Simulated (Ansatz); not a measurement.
# SiO2 (P4_2/mnm): zone-centre modes under pressure

Wanted: Grüneisen parameters and pressure coefficients of the modes of SiO2 (P4_2/mnm).

Calculated with Ansatz 0.2.0; DFT LDA, scalar-relativistic, plane waves, PAW; PAW set soft_1.

Most raw output is cut from this account.

## Step 1: The starting structure

It takes space group P4_2/mnm (No. 136, tetragonal). Conventional cell: a = 4.233 Å, b = 4.233 Å, c = 2.693 Å, α = 90.00°, β = 90.00°, γ = 90.00°. O has 3 Si at 1.78 to 1.84 Å nearest. Nearest to Si lie 6 O at 1.78 to 1.84 Å. Farther neighbours and most contacts between anions are not listed.

## Step 2: A rough relaxation first

The start is far from rest, so a relaxation with loose tolerances brings it close first.

input.yaml

```yaml
crystal:
  lattice:
    - [4.233169, 0.0, 0.0]
    - [0.0, 4.233169, 0.0]
    - [0.0, 0.0, 2.693495]
  atoms:
    - { symbol: O, position: [0.693161, 0.693161, 0.0] }
    - { symbol: O, position: [0.193161, 0.806839, 0.5] }
    - { symbol: O, position: [0.306839, 0.306839, 0.0] }
    - { symbol: O, position: [0.806839, 0.193161, 0.5] }
    - { symbol: Si, position: [0.5, 0.5, 0.5] }
    - { symbol: Si, position: [0.0, 0.0, 0.0] }
kpoints:
  mp_grid: { grid: [6, 6, 8] }
hamiltonian:
  xc: lda
  pseudopotentials: { kind: paw, azcp: { folder: soft_1 }, xc_functional: pbe }
scf:
  occupations: { method: gaussian, width: 0.1 }
output:
  forces: true
  stress: true
  eigenvalues: true
relax:
  adjacent_minimum: "off"
  f_tol: 0.05
  max_steps: 80
  cell: { stress_tol: 0.5 }
```

Command:

```bash
> ansatz run input.yaml --threads 4 --pin off --max-ram 16384MiB --backend cpu --events-out ev --progress --plain --runs-dir out
```

Run time: 2.2 s. Hardware: 4 threads of Intel Xeon 6975P-C (Granite Rapids), shared host; peak memory 0.41 GiB.

Relaxation path:

| step | energy less that of the first step (eV) | largest force component (eV/Å) | pressure (GPa) | volume (Å³) |
| --- | --- | --- | --- | --- |
| 1 | 0.0000 | 0.0971 | -14.11 | 48.27 |
| 2 | -0.0743 | 0.0004 | -8.05 | 47.26 |
| 3 | -0.1131 | 0.0400 | 0.74 | 45.93 |
| 4 | -0.1132 | 0.0143 | 0.07 | 45.99 |
| 5* | -0.1043 | 0.0143 | -0.31 | 45.99 |

Relaxation steps marked * repeat the geometry before them on a plane-wave basis chosen anew for their cell, so energy and pressure can jump there.

Forces are held to the 16 operations that the run works with; a distortion that breaks them can't arise in this run.

| conventional cell, symmetrised | before | after | change |
| --- | --- | --- | --- |
| a (Å) | 4.233 | 4.157 | -1.8 % |
| b (Å) | 4.233 | 4.157 | -1.8 % |
| c (Å) | 2.693 | 2.661 | -1.2 % |
| volume (Å³/atom) | 8.04 | 7.66 | -4.7 % |

Final coordinates:

```xyz
6
Lattice="4.1568 0.0000 0.0000 0.0000 4.1568 0.0000 0.0000 0.0000 2.6613" Properties=species:S:1:pos:R:3 pbc="T T T"
O     2.8869    2.8869    0.0000
O     0.8085    3.3484    1.3307
O     1.2700    1.2700    0.0000
O     3.3484    0.8085    1.3307
Si    2.0784    2.0784    1.3307
Si    0.0000    0.0000    0.0000
```

A gap read on the k-mesh alone can miss the band edges.

This step gave:

```
pressure          : -0.3143 GPa
gap on the k-mesh : 5.799 eV
volume per atom   : 7.664 Å³
```

In this step the volume went from 8.04 to 7.66 Å³/atom.

## Step 3: Bringing the structure to rest

The cell and atoms are relaxed, since residual forces and stress would shift the frequencies.

input.yaml, the sections that differ from step 2:

```yaml
crystal:
  lattice:
    - [4.1568423282, 0.0, 0.0]
    - [0.0, 4.1568423282, 0.0]
    - [0.0, 0.0, 2.6613064921]
  atoms:
    - { symbol: O, position: [0.6944886421, 0.6944886421, 0.0] }
    - { symbol: O, position: [0.1944886421, 0.8055113579, 0.5] }
    - { symbol: O, position: [0.3055113579, 0.3055113579, 0.0] }
    - { symbol: O, position: [0.8055113579, 0.1944886421, 0.5] }
    - { symbol: Si, position: [0.5, 0.5, 0.5] }
    - { symbol: Si, position: [0.0, 0.0, 0.0] }
scf:
  occupations: { method: gaussian, width: 0.02 }
relax:
  adjacent_minimum: "off"
  f_tol: 0.005
  max_steps: 80
  cell: { stress_tol: 0.05 }
# kpoints, hamiltonian, output: as in step 2
```

The job ended after 2.4 s (4 threads; peak memory 0.42 GiB).

Little changed from the start: no atom moved by 0.005 Å and no cell edge by 0.1 %.

This step gave:

- pressure: -0.003676 GPa
- gap on the k-mesh: 5.816 eV
- volume per atom: 7.657 Å³

In this step the volume went from 7.66 to 7.66 Å³/atom.

## Step 4: Tight relaxation

Phonons need small forces and stress, so the relaxation is finished with tight tolerances on 8×8×8 k points.

input.yaml

```yaml
crystal:
  lattice:
    - [4.1548620114, 0.0, 0.0]
    - [0.0, 4.1548620114, 0.0]
    - [0.0, 0.0, 2.6614337063]
  atoms:
    - { symbol: O, position: [0.6944351984, 0.6944351984, 0.0] }
    - { symbol: O, position: [0.1944351984, 0.8055648016, 0.5] }
    - { symbol: O, position: [0.3055648016, 0.3055648016, 0.0] }
    - { symbol: O, position: [0.8055648016, 0.1944351984, 0.5] }
    - { symbol: Si, position: [0.5, 0.5, 0.5] }
    - { symbol: Si, position: [0.0, 0.0, 0.0] }
kpoints:
  mp_grid: { grid: [8, 8, 8] }
hamiltonian:
  xc: lda
  pseudopotentials: { kind: paw, azcp: { folder: soft_1 }, xc_functional: pbe }
scf:
  occupations: { method: fixed }
output:
  forces: true
  stress: true
  eigenvalues: true
relax:
  adjacent_minimum: "off"
  f_tol: 0.001
  max_steps: 60
  cell: { stress_tol: 0.01 }
```

It took 2.4 s on 4 threads; peak memory 0.43 GiB; 8.8 s of CPU time.

Little changed from the start: no atom moved by 0.005 Å and no cell edge by 0.1 %.

Numbers from this step:

```
pressure : 0.002794 GPa
```

The largest force component left is 0.056 meV/Å and the pressure is 0.003 GPa, within the tolerances set. The cell now holds 7.66 Å³/atom.

## Step 5: Zone-centre response at rest

The modes at rest are the reference of the series, and the response to a field gives the dielectric tensor and the Born charges.

input.yaml, the sections that differ from step 4:

```yaml
crystal:
  lattice:
    - [4.1549128263, 0.0, 0.0]
    - [0.0, 4.1549128263, 0.0]
    - [0.0, 0.0, 2.6613485837]
  atoms:
    - { symbol: O, position: [0.6944294067, 0.6944294067, 0.0] }
    - { symbol: O, position: [0.1944294067, 0.8055705933, 0.5] }
    - { symbol: O, position: [0.3055705933, 0.3055705933, 0.0] }
    - { symbol: O, position: [0.8055705933, 0.1944294067, 0.5] }
    - { symbol: Si, position: [0.5, 0.5, 0.5] }
    - { symbol: Si, position: [0.0, 0.0, 0.0] }
output:
  eigenvalues: true
phonons:
  method: dfpt
  dielectric: true
  rigid_motions: translations
  raman: true
# kpoints, hamiltonian, scf: as in step 4
# relax: removed
```

Elapsed: 57 s, on 4 threads; peak memory 1.6 GiB.

Numbers from this step:

| Quantity | Value |
| --- | --- |
| sum-rule residual before enforcement | 3.15e-5 eV/Å² |
| miss of the charge sum rule | 0.001119 e |
| estimated error of the dielectric tensor | 0.008120 |
| estimated error of the Born charges | 0.01306 e |
| point group | 4/mmm |
| highest optical mode at the zone centre (no LO-TO term) | 947.2 cm⁻¹ |
| lowest optical zone-centre mode | 218.4 cm⁻¹ |
| mean high-frequency dielectric constant | 3.434 |
| largest Born charge (third of the trace) | 3.897 e |
| mean static dielectric constant | 10.41 |
| top of the zone-centre spectrum with the field | 1050 cm⁻¹ |

Without the LO-TO term. Patterns of degenerate modes are one choice out of their space. Modes at Γ, with each element's share of the kinetic energy:

| mode | frequency (cm⁻¹) | symmetry | O % | Si % |
| --- | --- | --- | --- | --- |
| 1 | 0.0 | acoustic | 53 | 47 |
| 2 | 0.0 | acoustic | 53 | 47 |
| 3 | 0.0 | acoustic | 53 | 47 |
| 4 | 218.4 | B1g | 100 | 0 |
| 5 | 383.6 | B1u | 19 | 81 |
| 6 | 465.6 | Eu | 57 | 43 |
| 7 | 465.6 | Eu | 57 | 43 |
| 8 | 583.8 | Eg | 100 | 0 |
| 9 | 583.8 | Eg | 100 | 0 |
| 10 | 585.8 | Eu | 37 | 63 |
| 11 | 585.8 | Eu | 37 | 63 |
| 12 | 589.1 | A2g | 100 | 0 |
| 13 | 658.2 | A2u | 47 | 53 |
| 14 | 753.4 | A1g | 100 | 0 |
| 15 | 757.9 | B1u | 81 | 19 |
| 16 | 822.9 | Eu | 53 | 47 |
| 17 | 822.9 | Eu | 53 | 47 |
| 18 | 947.2 | B2g | 100 | 0 |

Displacements in mode 4 (218.4 cm⁻¹), the largest set to 1:
```
O1  -1.00  1.00  0.00
O2  -1.00 -1.00  0.00
O3   1.00 -1.00  0.00
O4   1.00  1.00  0.00
Si5  0.00  0.00  0.00
Si6  0.00  0.00  0.00
```

Displacements in mode 18 (947.2 cm⁻¹), the largest set to 1:
```
O1   1.00  1.00  0.00
O2  -1.00  1.00  0.00
O3  -1.00 -1.00  0.00
O4   1.00 -1.00  0.00
Si5  0.00  0.00  0.00
Si6  0.00  0.00  0.00
```

Optical modes at the zone centre, without and with the macroscopic field of the longitudinal modes; each column is sorted by frequency, so a row need not hold one and the same mode. Modes with and without the field, by row:

| rank among optical modes | no field (cm⁻¹) | q along (1, 0, 0) (cm⁻¹) | q along (0, 0, 1) (cm⁻¹) |
| --- | --- | --- | --- |
| 1 | 218.4 | 218.4 | 218.4 |
| 2 | 383.6 | 383.6 | 383.6 |
| 3 | 465.6 | 465.6 | 465.6 |
| 4 | 465.6 | 559.6 | 465.6 |
| 5 | 583.8 | 583.8 | 583.8 |
| 6 | 583.8 | 583.8 | 583.8 |
| 7 | 585.8 | 585.8 | 585.8 |
| 8 | 585.8 | 589.1 | 585.8 |
| 9 | 589.1 | 658.2 | 589.1 |
| 10 | 658.2 | 700.5 | 753.4 |
| 11 | 753.4 | 753.4 | 757.9 |
| 12 | 757.9 | 757.9 | 822.9 |
| 13 | 822.9 | 822.9 | 822.9 |
| 14 | 822.9 | 947.2 | 947.2 |
| 15 | 947.2 | 1038 | 1050 |

Born charge (rows field, columns displacement) (e), principal values of the symmetric part by kind of site:

| atom | atoms with these values | low | middle | high | mean |
| --- | --- | --- | --- | --- | --- |
| O1 | 4 | -2.48 | -2.04 | -1.33 | -1.95 |
| Si5 | 2 | 3.45 | 4.07 | 4.17 | 3.90 |

In full for O1:

```
-1.90 -0.58  0.00
-0.58 -1.90  0.00
 0.00  0.00 -2.04
```

High-frequency dielectric tensor:

```
3.37 0.00 0.00
0.00 3.37 0.00
0.00 0.00 3.55
```

Static dielectric tensor (ions relaxed, fixed cell):

```
11.10  0.00  0.00
 0.00 11.10  0.00
 0.00  0.00  9.03
```

Transverse modes. Lines of the infrared spectrum (strongest = 100):

| position (cm⁻¹) | label | relative intensity |
| --- | --- | --- |
| 218 | B1g | 0.0 |
| 384 | B1u | 0.0 |
| 466 | Eu | 100 |
| 584 | Eg | 0.0 |
| 586 | Eu | 20 |
| 589 | A2g | 0.0 |
| 658 | A2u | 90 |
| 753 | A1g | 0.0 |
| 758 | B1u | 0.0 |
| 823 | Eu | 45 |
| 947 | B2g | 0.0 |

Activity x (w_L - w)^4 (n + 1)/w, 532 nm, 300 K; modes without the macroscopic field alone. Raman lines, with heights relative to the strongest:

| position (cm⁻¹) | label | relative intensity |
| --- | --- | --- |
| 218 | B1g | 18 |
| 384 | B1u | 0.0 |
| 466 | Eu | 0.0 |
| 584 | Eg | 6.3 |
| 586 | Eu | 0.0 |
| 589 | A2g | 0.0 |
| 658 | A2u | 0.0 |
| 753 | A1g | 100 |
| 758 | B1u | 0.0 |
| 823 | Eu | 0.0 |
| 947 | B2g | 7.2 |

Before it was imposed, the acoustic sum rule was missed by 3.2e-5 eV/Å² and the charge sum rule by 0.0011 e. Small misses are needed for a sound result but don't prove that mesh and cutoff are converged. The lowest optical mode is real, 218 cm⁻¹.

## Step 6: Relaxation of a member: 1.06 times the volume at rest

The cell is set to 1.06 times the volume at rest, and shape and atoms relax at that volume.

input.yaml, the sections that differ from step 5:

```yaml
crystal:
  lattice:
    - [4.2491383099, 0.0, 0.0]
    - [0.0, 4.2491383099, 0.0]
    - [0.0, 0.0, 2.6973029344]
  atoms:
    - { symbol: O, position: [0.6926837323, 0.6926837323, 0.0] }
    - { symbol: O, position: [0.1926837323, 0.8073162677, 0.5] }
    - { symbol: O, position: [0.3073162677, 0.3073162677, 0.0] }
    - { symbol: O, position: [0.8073162677, 0.1926837323, 0.5] }
    - { symbol: Si, position: [0.5, 0.5, 0.5] }
    - { symbol: Si, position: [0.0, 0.0, 0.0] }
output:
  forces: true
  stress: true
  eigenvalues: true
relax:
  adjacent_minimum: "off"
  f_tol: 0.001
  max_steps: 60
  cell: { stress_tol: 0.01, fix: [volume] }
# kpoints, hamiltonian, scf: as in step 5
# phonons: removed
```

The job ended after 4.6 s (4 threads; peak memory 0.43 GiB).

Step by step:

| step | energy less that of the first step (eV) | largest force component (eV/Å) | pressure (GPa) | volume (Å³) |
| --- | --- | --- | --- | --- |
| 1 | 0.0000 | 0.0950 | -16.16 | 48.70 |
| 2 | -0.0007 | 0.0716 | -16.03 | 48.70 |
| 3 | -0.0023 | 0.0035 | -15.33 | 48.70 |
| 4 | -0.0023 | 0.0007 | -15.32 | 48.70 |
| 5 | -0.0023 | 0.0000 | -15.31 | 48.70 |
| 6* | -0.0026 | 0.0001 | -15.31 | 48.70 |
| 7 | -0.0026 | 0.0000 | -15.28 | 48.70 |
| 8* | -0.0026 | 0.0000 | -15.28 | 48.70 |

Relaxation steps marked * repeat the geometry before them on a plane-wave basis chosen anew for their cell, so energy and pressure can jump there.

The run keeps the 16 symmetry operations that it works with, so distortions that break them were not tested.

| conventional cell, symmetrised | before | after | change |
| --- | --- | --- | --- |
| a (Å) | 4.249 | 4.257 | +0.2 % |
| b (Å) | 4.249 | 4.257 | +0.2 % |
| c (Å) | 2.697 | 2.687 | -0.4 % |
| volume (Å³/atom) | 8.12 | 8.12 | -0.0 % |

The relaxed structure:

```cif
data_structure
_symmetry_space_group_name_H-M 'P 1'
_symmetry_Int_Tables_number 1
_cell_length_a 4.2571
_cell_length_b 4.2571
_cell_length_c 2.6872
_cell_angle_alpha 90.000
_cell_angle_beta 90.000
_cell_angle_gamma 90.000
_cell_volume 48.70
loop_
_atom_site_label
_atom_site_type_symbol
_atom_site_fract_x
_atom_site_fract_y
_atom_site_fract_z
_atom_site_occupancy
O1 O 0.69164 0.69164 0.00000 1
O2 O 0.19164 0.80836 0.50000 1
O3 O 0.30836 0.30836 0.00000 1
O4 O 0.80836 0.19164 0.50000 1
Si5 Si 0.50000 0.50000 0.50000 1
Si6 Si 0.00000 0.00000 0.00000 1
```

Numbers from this step:

```
pressure          : -15.28 GPa
gap on the k-mesh : 4.953 eV
volume per atom   : 8.117 Å³
```

The largest force component left is 0.011 meV/Å, at a pressure of -15.28 GPa.

## Step 7: Modes of this member: 1.06 times the volume at rest

The zone-centre modes follow for 1.06 times the volume at rest, with the response to a field.

input.yaml, the sections that differ from step 6:

```yaml
crystal:
  lattice:
    - [4.2571092238, 0.0, 0.0]
    - [0.0, 4.2571092238, 0.0]
    - [0.0, 0.0, 2.687211654]
  atoms:
    - { symbol: O, position: [0.6916429764, 0.6916429764, 0.0] }
    - { symbol: O, position: [0.1916429764, 0.8083570236, 0.5] }
    - { symbol: O, position: [0.3083570236, 0.3083570236, 0.0] }
    - { symbol: O, position: [0.8083570236, 0.1916429764, 0.5] }
    - { symbol: Si, position: [0.5, 0.5, 0.5] }
    - { symbol: Si, position: [0.0, 0.0, 0.0] }
output:
  eigenvalues: true
phonons:
  method: dfpt
  dielectric: true
  rigid_motions: translations
# kpoints, hamiltonian, scf: as in step 6
# relax: removed
```

Elapsed: 28 s, on 4 threads; peak memory 1.4 GiB; 1.7 min of CPU time.

This step gave:

```yaml
sum_rule_residual_before_enforcement: 3.24e-5 eV/Å²
miss_of_the_charge_sum_rule: 0.002757 e
estimated_error_of_the_dielectric_tensor: 0.008652
estimated_error_of_the_born_charges: 0.01506 e
highest_optical_mode_at_the_zone_centre_no_lo_to_term: 877.0 cm⁻¹
lowest_optical_zone_centre_mode: 234.9 cm⁻¹
mean_high_frequency_dielectric_constant: 3.506
largest_born_charge_third_of_the_trace: 3.926 e
mean_static_dielectric_constant: 12.77
top_of_the_zone_centre_spectrum_with_the_field: 1009 cm⁻¹
```

Without the LO-TO term. Patterns of degenerate modes are one choice out of their space. The modes at Γ (shares of kinetic energy by element, %):

| mode | frequency (cm⁻¹) | symmetry | O % | Si % |
| --- | --- | --- | --- | --- |
| 1 | 0.0 | acoustic | 53 | 47 |
| 2 | 0.0 | acoustic | 53 | 47 |
| 3 | 0.0 | acoustic | 53 | 47 |
| 4 | 234.9 | B1g | 100 | 0 |
| 5 | 367.3 | B1u | 18 | 82 |
| 6 | 401.0 | Eu | 36 | 64 |
| 7 | 401.0 | Eu | 36 | 64 |
| 8 | 506.9 | Eu | 66 | 34 |
| 9 | 506.9 | Eu | 66 | 34 |
| 10 | 547.6 | Eg | 100 | 0 |
| 11 | 547.6 | Eg | 100 | 0 |
| 12 | 555.7 | A2g | 100 | 0 |
| 13 | 623.0 | A2u | 47 | 53 |
| 14 | 702.5 | A1g | 100 | 0 |
| 15 | 707.2 | B1u | 82 | 18 |
| 16 | 788.2 | Eu | 45 | 55 |
| 17 | 788.2 | Eu | 45 | 55 |
| 18 | 877.0 | B2g | 100 | 0 |

Displacements in mode 4 (234.9 cm⁻¹), the largest set to 1:
```
O1   1.00 -1.00  0.00
O2   1.00  1.00  0.00
O3  -1.00  1.00  0.00
O4  -1.00 -1.00  0.00
Si5  0.00  0.00  0.00
Si6  0.00  0.00  0.00
```

Displacements in mode 14 (702.5 cm⁻¹), the largest set to 1:
```
O1   1.00  1.00  0.00
O2   1.00 -1.00  0.00
O3  -1.00 -1.00  0.00
O4  -1.00  1.00  0.00
Si5  0.00  0.00  0.00
Si6  0.00  0.00  0.00
```

Transverse modes. Infrared lines, with heights relative to the strongest:

| position (cm⁻¹) | label | relative intensity |
| --- | --- | --- |
| 235 | B1g | 0.0 |
| 367 | B1u | 0.0 |
| 401 | Eu | 100 |
| 507 | Eu | 0.4 |
| 548 | Eg | 0.0 |
| 556 | A2g | 0.0 |
| 623 | A2u | 69 |
| 702 | A1g | 0.0 |
| 707 | B1u | 0.0 |
| 788 | Eu | 27 |
| 877 | B2g | 0.0 |

Without the LO-TO term the lowest optical mode is real, 235 cm⁻¹, and the highest lies at 877.0 cm⁻¹.

For the highest optical mode at the zone centre (no LO-TO term), step 5 gave 947 cm⁻¹; this run, with volume ratio 1.06, gives 877 cm⁻¹ (-7 %).

## Step 8: A member of the series: 0.9 times the volume at rest

The cell is set to 0.9 times the volume at rest, and shape and atoms relax at that volume.

input.yaml, the sections that differ from step 7:

```yaml
crystal:
  lattice:
    - [3.9958772363, 0.0, 0.0]
    - [0.0, 3.9958772363, 0.0]
    - [0.0, 0.0, 2.5896664483]
  atoms:
    - { symbol: O, position: [0.6969628204, 0.6969628204, 0.0] }
    - { symbol: O, position: [0.1969628204, 0.8030371796, 0.5] }
    - { symbol: O, position: [0.3030371796, 0.3030371796, 0.0] }
    - { symbol: O, position: [0.8030371796, 0.1969628204, 0.5] }
    - { symbol: Si, position: [0.5, 0.5, 0.5] }
    - { symbol: Si, position: [0.0, 0.0, 0.0] }
output:
  forces: true
  stress: true
  eigenvalues: true
relax:
  adjacent_minimum: "off"
  f_tol: 0.001
  max_steps: 60
  cell: { stress_tol: 0.01, fix: [volume] }
# kpoints, hamiltonian, scf: as in step 7
# phonons: removed
```

Wall time 4.1 s (4 threads); peak memory 0.42 GiB.

The steps of the relaxation:

| step | energy less that of the first step (eV) | largest force component (eV/Å) | pressure (GPa) | volume (Å³) |
| --- | --- | --- | --- | --- |
| 1 | 0.0000 | 0.0893 | 42.14 | 41.35 |
| 2 | -0.0004 | 0.0635 | 42.06 | 41.35 |
| 3 | -0.0009 | 0.0025 | 41.83 | 41.35 |
| 4 | -0.0009 | 0.0018 | 41.82 | 41.35 |
| 5 | -0.0009 | 0.0000 | 41.82 | 41.35 |
| 6* | -0.0009 | 0.0000 | 41.82 | 41.35 |
| 7 | -0.0009 | 0.0000 | 41.82 | 41.35 |
| 8* | -0.0009 | 0.0000 | 41.82 | 41.35 |

Relaxation steps marked * repeat the geometry before them on a plane-wave basis chosen anew for their cell, so energy and pressure can jump there.

The run keeps the 16 symmetry operations that it works with, so distortions that break them were not tested.

| conventional cell, symmetrised | before | after | change |
| --- | --- | --- | --- |
| a (Å) | 3.996 | 3.993 | -0.1 % |
| b (Å) | 3.996 | 3.993 | -0.1 % |
| c (Å) | 2.590 | 2.593 | +0.1 % |
| volume (Å³/atom) | 6.89 | 6.89 | -0.0 % |

Final coordinates:

```cif
data_structure
_symmetry_space_group_name_H-M 'P 1'
_symmetry_Int_Tables_number 1
_cell_length_a 3.9932
_cell_length_b 3.9932
_cell_length_c 2.5931
_cell_angle_alpha 90.000
_cell_angle_beta 90.000
_cell_angle_gamma 90.000
_cell_volume 41.35
loop_
_atom_site_label
_atom_site_type_symbol
_atom_site_fract_x
_atom_site_fract_y
_atom_site_fract_z
_atom_site_occupancy
O1 O 0.69746 0.69746 0.00000 1
O2 O 0.19746 0.80254 0.50000 1
O3 O 0.30254 0.30254 0.00000 1
O4 O 0.80254 0.19746 0.50000 1
Si5 Si 0.50000 0.50000 0.50000 1
Si6 Si 0.00000 0.00000 0.00000 1
```

Numbers from this step:

* pressure: 41.82 GPa
* gap on the k-mesh: 6.647 eV
* volume per atom: 6.892 Å³

The largest force component left is 0.016 meV/Å, at a pressure of 41.82 GPa.

(Part 1 of 2 ends here.)

[Logs are printed without paths, hosts, clocks, repeated set-up lines and the standing remarks that a program may print on its own settings, such as how far it seeks lower states.]

[Hosts, paths, dates, database ids (printed as entryN), source tags and the programs' standing remarks are cut or masked in the printed files.]
